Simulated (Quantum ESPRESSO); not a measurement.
# How biaxial strain moves the moments of Ni3Pt

Aim: follow moments and order energies of Ni3Pt with biaxial strain.

Main program and level: Quantum ESPRESSO 7.5; PBEsol; plane waves with GBRV 1.5 PBEsol potentials, no spin-orbit coupling.

Most raw output is cut from this account.

**1. Set-up**

It takes space group Pm-3m (No. 221, cubic). Conventional cell: a = 3.625 Å, b = 3.625 Å, c = 3.625 Å, α = 90.00°, β = 90.00°, γ = 90.00°. Nearest to Ni lie 8 Ni at 2.56 Å and 4 Pt at 2.56 Å. Nearest to Pt lie 12 Ni at 2.56 Å. Farther neighbours are not listed.

The cell comes from Materials Project 2023-11-01, a database of computed structures, and need not be the stable phase.

**2. Biaxial 0.94, ferro +++**

Lengths in the Cartesian xy plane scale by the factor; z is kept. Atoms keep their fractional places. Seeded atoms are those given a starting moment.

File pw.in:

```
&CONTROL
  calculation = 'scf'
  prefix = 'pwscf'
  outdir = './tmp'
  pseudo_dir = './pseudo'
  disk_io = 'nowf'
  tprnfor = .true.
  tstress = .true.
/
&SYSTEM
  ibrav = 0
  nat = 4
  ntyp = 2
  ecutwfc = 40
  ecutrho = 280
  nbnd = 46
  occupations = 'smearing'
  smearing = 'fd'
  degauss = 0.00999582
  nspin = 2
  starting_magnetization(1) = 0.0556
  starting_magnetization(2) = 0
/
&ELECTRONS
  conv_thr = 8d-09
  electron_maxstep = 150
  mixing_beta = 0.3
/
ATOMIC_SPECIES
Ni     58.6934 ni_pbesol_v1.4.uspp.F.UPF
Pt    195.0840 pt_pbesol_v1.4.uspp.F.UPF
CELL_PARAMETERS angstrom
   3.4070927826    0.0000000000    0.0000000000
   0.0000000000    3.4070927826    0.0000000000
   0.0000000000    0.0000000000    3.6245667900
ATOMIC_POSITIONS crystal
Ni      0.5000000000    0.0000000000    0.5000000000
Ni      0.0000000000    0.5000000000    0.5000000000
Ni      0.5000000000    0.5000000000    0.0000000000
Pt      0.0000000000    0.0000000000    0.0000000000
K_POINTS automatic
8 8 8 0 0 0
```

On the command line:

```
$ OMP_NUM_THREADS=1 mpirun -n 2 pw.x -nk 2 -in pw.in > pw.out
```

Elapsed: 2.1 min, on 2 MPI ranks of Intel Xeon Platinum 8259CL at 2.50GHz (Skylake/Cascade Lake), shared host; peak memory 0.34 GiB.

Spin moment in the atom's sphere by atom:

```
atom  spin moment in the atom's sphere (μB)
 Ni1                                  0.501
 Ni2                                  0.501
 Ni3                                  0.442
 Pt4                                  0.213
```

Read from the output:

```yaml
smearing_term_ts: 0.3679 eV
pressure: 26.55 GPa
magnetization: 1.596 μB
absolute_magnetization: 1.743 μB
final_state: ferromagnetic
```

**3. Biaxial 0.94, ferri ++-**

File pw.in:

```
&CONTROL
  calculation = 'scf'
  prefix = 'pwscf'
  outdir = './tmp'
  pseudo_dir = './pseudo'
  disk_io = 'nowf'
  tprnfor = .true.
  tstress = .true.
/
&SYSTEM
  ibrav = 0
  nat = 4
  ntyp = 3
  ecutwfc = 40
  ecutrho = 280
  nbnd = 45
  occupations = 'smearing'
  smearing = 'fd'
  degauss = 0.00999582
  nspin = 2
  starting_magnetization(1) = 0.0556
  starting_magnetization(2) = -0.0556
  starting_magnetization(3) = 0
/
&ELECTRONS
  conv_thr = 8d-09
  electron_maxstep = 150
  mixing_beta = 0.3
/
ATOMIC_SPECIES
Ni1    58.6934 ni_pbesol_v1.4.uspp.F.UPF
Ni2    58.6934 ni_pbesol_v1.4.uspp.F.UPF
Pt    195.0840 pt_pbesol_v1.4.uspp.F.UPF
CELL_PARAMETERS angstrom
   3.4070927826    0.0000000000    0.0000000000
   0.0000000000    3.4070927826    0.0000000000
   0.0000000000    0.0000000000    3.6245667900
ATOMIC_POSITIONS crystal
Ni1     0.5000000000    0.0000000000    0.5000000000
Ni1     0.0000000000    0.5000000000    0.5000000000
Ni2     0.5000000000    0.5000000000    0.0000000000
Pt      0.0000000000    0.0000000000    0.0000000000
K_POINTS automatic
8 8 8 0 0 0
```

Wall time 2.8 min (2 MPI ranks); peak memory 0.34 GiB.

Spin moment in the atom's sphere by atom:

```
atom  spin moment in the atom's sphere (μB)
 Ni1                                  0.500
 Ni2                                  0.500
 Ni3                                  0.442
 Pt4                                  0.213
```

Read from the output:

```
smearing term TS       : 0.3680 eV
pressure               : 26.54 GPa
magnetization          : 1.595 μB
absolute magnetization : 1.743 μB
final state            : ferromagnetic
```

The typed signs were not kept.

**4. Biaxial 0.94, no spin polarisation**

File pw.in:

```
&CONTROL
  calculation = 'scf'
  prefix = 'pwscf'
  outdir = './tmp'
  pseudo_dir = './pseudo'
  disk_io = 'nowf'
  tprnfor = .true.
  tstress = .true.
/
&SYSTEM
  ibrav = 0
  nat = 4
  ntyp = 2
  ecutwfc = 40
  ecutrho = 280
  nbnd = 45
  occupations = 'smearing'
  smearing = 'fd'
  degauss = 0.00999582
/
&ELECTRONS
  conv_thr = 8d-09
  electron_maxstep = 150
  mixing_beta = 0.3
/
ATOMIC_SPECIES
Ni     58.6934 ni_pbesol_v1.4.uspp.F.UPF
Pt    195.0840 pt_pbesol_v1.4.uspp.F.UPF
CELL_PARAMETERS angstrom
   3.4070927826    0.0000000000    0.0000000000
   0.0000000000    3.4070927826    0.0000000000
   0.0000000000    0.0000000000    3.6245667900
ATOMIC_POSITIONS crystal
Ni      0.5000000000    0.0000000000    0.5000000000
Ni      0.0000000000    0.5000000000    0.5000000000
Ni      0.5000000000    0.5000000000    0.0000000000
Pt      0.0000000000    0.0000000000    0.0000000000
K_POINTS automatic
8 8 8 0 0 0
```

Run time: 52 s. Hardware: 2 MPI ranks; peak memory 0.26 GiB.

Read from the output:

```
smearing term TS : 0.4292 eV
pressure         : 25.61 GPa
final state      : non-magnetic (no spin polarisation)
```

**5. Biaxial 1.04, no spin polarisation**

Edit pw.in of step 4 so:

```diff
@@ -29,4 +29,4 @@
 CELL_PARAMETERS angstrom
-   3.4070927826    0.0000000000    0.0000000000
-   0.0000000000    3.4070927826    0.0000000000
+   3.7695494616    0.0000000000    0.0000000000
+   0.0000000000    3.7695494616    0.0000000000
    0.0000000000    0.0000000000    3.6245667900
```

Wall time 96 s (2 MPI ranks); peak memory 0.28 GiB; 3.2 min of CPU time.

Read from the output:

```yaml
smearing_term_ts: 0.5333 eV
pressure: -24.03 GPa
final_state: non-magnetic (no spin polarisation)
```

**6. The series**

The runs not shown differ from these in the moved quantity alone.

States, by row:

```
biaxial      ferro +++      ferri ++-  no spin polarisation
   0.94  ferromagnetic  ferromagnetic          non-magnetic
   0.96  ferromagnetic  ferromagnetic          non-magnetic
   0.98  ferromagnetic  ferromagnetic          non-magnetic
      1  ferromagnetic   non-magnetic          non-magnetic
   1.02  ferromagnetic              -          non-magnetic
   1.04  ferromagnetic              -          non-magnetic
   1.06  ferromagnetic              -                     -
```

Table of largest site moment by biaxial:

```
biaxial (factor)  ferro +++ (μB)  ferri ++- (μB)
          0.9400           0.501           0.500
          0.9600           0.571           0.571
          0.9800           0.626           0.626
          1.0000           0.671          1.0e-4
          1.0200           0.721               -
          1.0400           0.760               -
          1.0600           0.790               -
```

Energy less that of the parallel start against biaxial; values in meV a seeded atom:

```
biaxial (factor)  ferri ++-  no spin polarisation
          0.9400          0                  4.86
          0.9600          0                  9.01
          0.9800          0                  13.7
          1.0000       18.8                  18.8
          1.0200          -                  23.9
          1.0400          -                  28.9
          1.0600          -                     -
```

The energy over the lowest by biaxial; values in meV an atom:

```
biaxial (factor)  ferro +++  ferri ++-  no spin polarisation
          0.9400        119        119                   122
          0.9600       39.8       39.8                  46.5
          0.9800       2.80       2.80                  13.1
          1.0000          0       14.1                  14.1
          1.0200       25.7          -                  43.6
          1.0400       74.5          -                  96.1
          1.0600        142          -                     -
```

**7. Outcome**

```json
{"moment, parallel start": "0.501 to 0.790 μB", "states met from these starts": "ferromagnetic and non-magnetic"}
```

The moment of the parallel start goes from 0.501 μB at 0.94 to 0.790 μB at 1.06. The net moment of the cell goes from 1.60 to 2.53 μB. The radius of the spheres follows the nearest distance, so part of the change of the site moments is the spheres'. Some or all runs of the second start lost their moments or typed signs, and their energies are those of the state reached. The largest moment of the start ferri ++- lies between 1.0e-4 and 0.626 μB. Dashes mark runs that did not finish or were not started for lack of time. Energies are free energies at an electronic temperature of 1580 K, which lowers moments and differences where the moments are itinerant.

[Logs and program files are shortened in this print: banners, set-up blocks, solver, clock and traceback lines can be left out without a mark of their own.]

[Logs are printed without paths, hosts, clocks, repeated set-up lines and the standing remarks that a program may print on its own settings, such as how far it seeks lower states.]

[Hosts, paths, dates, database ids (printed as entryN), source tags and the programs' standing remarks are cut or masked in the printed files.]

[Where a cell is said to come from a database of computed structures, the database is the Materials Project.]
